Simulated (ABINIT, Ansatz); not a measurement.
**CaZnC2O6 (R-3): G0W0 on several meshes in ABINIT**

Aim: the GW shift of CaZnC2O6 (R-3) against the k mesh.

Main program and level: ABINIT 10.8.3; LDA and many-body steps on it, plane waves.

Report form: the programs' logs are mostly left out.

## (1) Set-up

It takes space group R-3 (No. 148, trigonal). The conventional cell has a = 4.866 Å, b = 4.866 Å, c = 16.332 Å, α = 90.00°, β = 90.00°, γ = 120.00°. Ca has 6 O at 2.40 Å nearest. Nearest to Zn lie 6 O at 2.13 Å. Nearest to C lie 3 O at 1.30 Å. Nearest to O lie 1 C at 1.30 Å and 1 Zn at 2.13 Å and 1 Ca at 2.40 Å. Farther neighbours and most contacts between anions are not listed.

The cell and positions are those that the Materials Project relaxed with its own functionals (PBE, PBE+U or r2SCAN), kept fixed.

## (2) Empty states on the mesh, 2×2×2 mesh, 238 bands

This step: ABINIT 10.8.3; DFT, LDA, plane waves, norm-conserving pseudopotentials.

The sums over transitions need many empty states on a uniform mesh; this step solves for them.

The input, run.abi:

```
acell 3*1.0 Angstrom
rprim 
  2.433014964130 1.404701844483 5.444039263300
  -2.433014964130 1.404701844483 5.444039263300
  0.000000000000 -2.809403688966 5.444039263300
ntypat 4
znucl 20 30 6 8
natom 10
typat 1 2 3 3 4 4 4 4 4 4
xred 
  0.000000000000 0.000000000000 0.000000000000
  0.500000000000 0.500000000000 0.500000000000
  0.242541000000 0.242541000000 0.242541000000
  0.757459000000 0.757459000000 0.757459000000
  0.494747000000 0.964090000000 0.273567000000
  0.964090000000 0.273567000000 0.494747000000
  0.273567000000 0.494747000000 0.964090000000
  0.505253000000 0.035910000000 0.726433000000
  0.035910000000 0.726433000000 0.505253000000
  0.726433000000 0.505253000000 0.035910000000
pp_dirpath "pseudos"
pseudos "Ca.upf, Zn.upf, C.upf, O.upf"
ecut 37
ngkpt 2 2 2
nshiftk 1
shiftk 0 0 0
kptopt 1
chksymbreak 0
iscf -2
irdden 1
istwfk *1
nband 238
nbdbuf 20
tolwfr 1e-09
nstep 60
prtvol 0
indata_prefix "in"
outdata_prefix "out"
tmpdata_prefix "tmp"
```

Run with:

```console
OMP_NUM_THREADS=1 mpirun -n 4 abinit run.abi > log
```

Wall time 2.5 min (4 MPI ranks of Arm Neoverse N1, shared host); peak memory 0.57 GiB; 10 min of CPU time.

This step gave:

| Item | Value |
| --- | --- |
| gap | 3.804 eV |
| k of the valence top | 0.5, 0, 0 |
| k of the conduction bottom | 0.5, 0.5, 0.5 |
| least direct gap | 4.850 eV |
| k points computed | 4 |
| lowest point of the top converged band, above the valence top | 72.9167 eV |

On this mesh the gap is 3.804 eV.

The density comes from a self-consistent run that is not shown.

## (3) Screening, 2×2×2 mesh, 110 bands, screening to 114.3 eV

The RPA dielectric matrix is built and inverted for each q.

This step: RPA screening on LDA, plane waves, norm-conserving pseudopotentials.

Edit run.abi of step 2 so:

```diff
@@ -28,10 +28,11 @@
 chksymbreak 0
-iscf -2
-irdden 1
 istwfk *1
-nband 238
-nbdbuf 20
-tolwfr 1e-09
-nstep 60
-prtvol 0
+occopt 1
+irdwfk 1
+optdriver 3
+nband 110
+ecuteps 4.2
+inclvkb 2
+awtr 1
+symchi 1
 indata_prefix "in"
```

The job ended after 1.7 min (4 MPI ranks; peak memory 2 GiB; 6.9 min of CPU time).

This step gave:

| Item | Value |
| --- | --- |
| ε∞ with local fields, on this mesh, along the program's q direction | 2.954 |
| the same without local fields | 3.270 |
| plasma frequency | 30.23 eV |
| plane waves in the screening matrix | 309 |

Local fields lower ε∞ by 10 %. On a Γ-centred mesh this coarse the value itself is usually too large, while a short band sum pulls it down.

## (4) 2×2×2

The self-energy is evaluated for the states that the input lists, and the levels follow from it, in one-shot runs by the linearised quasiparticle equation.

This step: G0W0 on LDA, plane waves, norm-conserving pseudopotentials.

Edit run.abi of step 3 so:

```diff
@@ -31,8 +31,19 @@
 irdwfk 1
-optdriver 3
+optdriver 4
 nband 110
+gwcalctyp 0
+ecutsigx 37
+symsigma 1
+nkptgw 3
+kptgw 
+  0.5000000000 0.0000000000 0.0000000000
+  0.5000000000 0.5000000000 0.5000000000
+  0.0000000000 0.0000000000 0.0000000000
+bdgw 
+  36 39
+  36 39
+  35 39
 ecuteps 4.2
-inclvkb 2
-awtr 1
-symchi 1
+irdscr 1
+ppmodel 1
 indata_prefix "in"
```

Elapsed: 29 s, on 4 MPI ranks; peak memory 1.4 GiB; 1.9 min of CPU time.

Numbers from this step:

* G0W0 gap on the points computed: 6.765 eV
* starting gap on the mesh: 3.804 eV
* k of the valence top: 0.5, 0, 0
* k of the conduction bottom: 0.5, 0.5, 0.5
* Z at the valence top: 0.81
* Z at the conduction bottom: 0.848
* least direct G0W0 gap on the computed points: 7.84 eV

The gap on the mesh goes from 3.80 eV to 6.76 eV, a correction of +2.96 eV.

## (5) Empty states on the mesh, 4×4×4 mesh, 120 bands

This step: DFT, LDA, plane waves, norm-conserving pseudopotentials.

Edit run.abi of step 4 so:

```diff
@@ -23,3 +23,3 @@
 ecut 37
-ngkpt 2 2 2
+ngkpt 4 4 4
 nshiftk 1
@@ -28,22 +28,10 @@
 chksymbreak 0
+iscf -2
+irdden 1
 istwfk *1
-occopt 1
-irdwfk 1
-optdriver 4
-nband 110
-gwcalctyp 0
-ecutsigx 37
-symsigma 1
-nkptgw 3
-kptgw 
-  0.5000000000 0.0000000000 0.0000000000
-  0.5000000000 0.5000000000 0.5000000000
-  0.0000000000 0.0000000000 0.0000000000
-bdgw 
-  36 39
-  36 39
-  35 39
-ecuteps 4.2
-irdscr 1
-ppmodel 1
+nband 120
+nbdbuf 10
+tolwfr 1e-09
+nstep 60
+prtvol 0
 indata_prefix "in"
```

Elapsed: 3.4 min, on 4 MPI ranks; peak memory 0.6 GiB; 14 min of CPU time.

This step gave:

```
gap                                                           : 3.804 eV
k of the valence top                                          : 0.5, 0, 0
k of the conduction bottom                                    : 0.5, 0.5, 0.5
least direct gap                                              : 4.816 eV
k points computed                                             : 14
lowest point of the top converged band, above the valence top : 37.89 eV
```

On this mesh the gap is 3.804 eV.

## (6) Screening, 4×4×4 mesh, 110 bands, screening to 114.3 eV

This step: RPA screening on LDA, plane waves, norm-conserving pseudopotentials.

Edit run.abi of step 5 so:

```diff
@@ -28,10 +28,11 @@
 chksymbreak 0
-iscf -2
-irdden 1
 istwfk *1
-nband 120
-nbdbuf 10
-tolwfr 1e-09
-nstep 60
-prtvol 0
+occopt 1
+irdwfk 1
+optdriver 3
+nband 110
+ecuteps 4.2
+inclvkb 2
+awtr 1
+symchi 1
 indata_prefix "in"
```

It took 39 min on 4 MPI ranks; peak memory 5.4 GiB.

This step gave:

```yaml
eps_infinity_with_local_fields_on_this_mesh_along_the_program_s_q_direction: 2.896
the_same_without_local_fields: 3.211
plasma_frequency: 30.23 eV
plane_waves_in_the_screening_matrix: 309
```

## (7) 4×4×4

This step: G0W0 on LDA, plane waves, norm-conserving pseudopotentials.

Edit run.abi of step 6 so:

```diff
@@ -31,8 +31,21 @@
 irdwfk 1
-optdriver 3
+optdriver 4
 nband 110
+gwcalctyp 0
+ecutsigx 37
+symsigma 1
+nkptgw 4
+kptgw 
+  0.5000000000 0.0000000000 0.0000000000
+  0.5000000000 0.5000000000 0.5000000000
+  0.2500000000 0.2500000000 0.2500000000
+  0.0000000000 0.0000000000 0.0000000000
+bdgw 
+  36 39
+  36 39
+  35 39
+  35 39
 ecuteps 4.2
-inclvkb 2
-awtr 1
-symchi 1
+irdscr 1
+ppmodel 1
 indata_prefix "in"
```

It took 2.4 min on 4 MPI ranks; peak memory 3.5 GiB; 9.8 min of CPU time.

This step gave:

| Item | Value |
| --- | --- |
| G0W0 gap on the mesh | 6.870 eV |
| starting gap on the mesh | 3.804 eV |
| k of the valence top | 0.5, 0, 0 |
| k of the conduction bottom | 0.5, 0.5, 0.5 |
| Z at the valence top | 0.804 |
| Z at the conduction bottom | 0.841 |
| least direct G0W0 gap on the computed points | 7.922 eV |

Against G0W0 in ABINIT (2×2×2 mesh, 110 bands, screening to 114.3 eV, Godby-Needs plasmon pole), the gap moves by +0.105 eV.

## (8) The runs together

Times are wall times on 4 MPI ranks of Arm Neoverse N1, shared host, good to a factor of about two. A run's time includes the screening step that it read.

```csv
run,mesh,bands,screening cutoff (eV),DFT gap (eV),gap on the mesh (eV),direct (eV),ε∞ used,time
2×2×2,2×2×2,110,114.3,3.804,6.765,7.840,2.95,2.2 min
4×4×4,4×4×4,110,114.3,3.804,6.870,7.922,2.90,41 min
```

## (9) Summary of results

```
2×2×2        : 6.765 eV
4×4×4        : 6.870 eV
known limits : not at the basis limit; d shell near the gap, gap tends to lie low; coarse k mesh
```

In words: 4×4×4: +0.105 eV against 2×2×2. Bands and cutoff are finite, so the gap is not at the basis limit. The miss can reach some tenths of an eV and take either sign; the mesh is an error of its own. The 2×2×2 mesh is coarse for this cell, which bears on the long-range parts of exchange and screening. A d shell, filled or nearly so, lies near the gap. One-shot GW converges very slowly in bands there, not always from below, and on a semilocal start the gap tends to come out low; starts rich in exact exchange can overshoot instead.

[Paths, hosts, dates, memory and timing lines, banners, echoed tables and standing remarks are left out of the program output.]

[Logs are printed without paths, hosts, clocks, repeated set-up lines and the standing remarks that a program may print on its own settings, such as how far it seeks lower states.]

[Runs of the session that timed out or met a known fault of the program may be left out.]

[Hosts, paths, dates, database ids (printed as entryN), source tags and the programs' standing remarks are cut or masked in the printed files.]

[G0W0 gaps are taken among the corrected bands and points alone; a level outside them can change the order at an edge.]

[Where Ansatz stands beside ABINIT at settings called matched, ABINIT's density can come from a denser mesh and the files from another edition; pairs whose starting gaps differed by over 0.03 eV were left out, so agreement reads better than it is.]
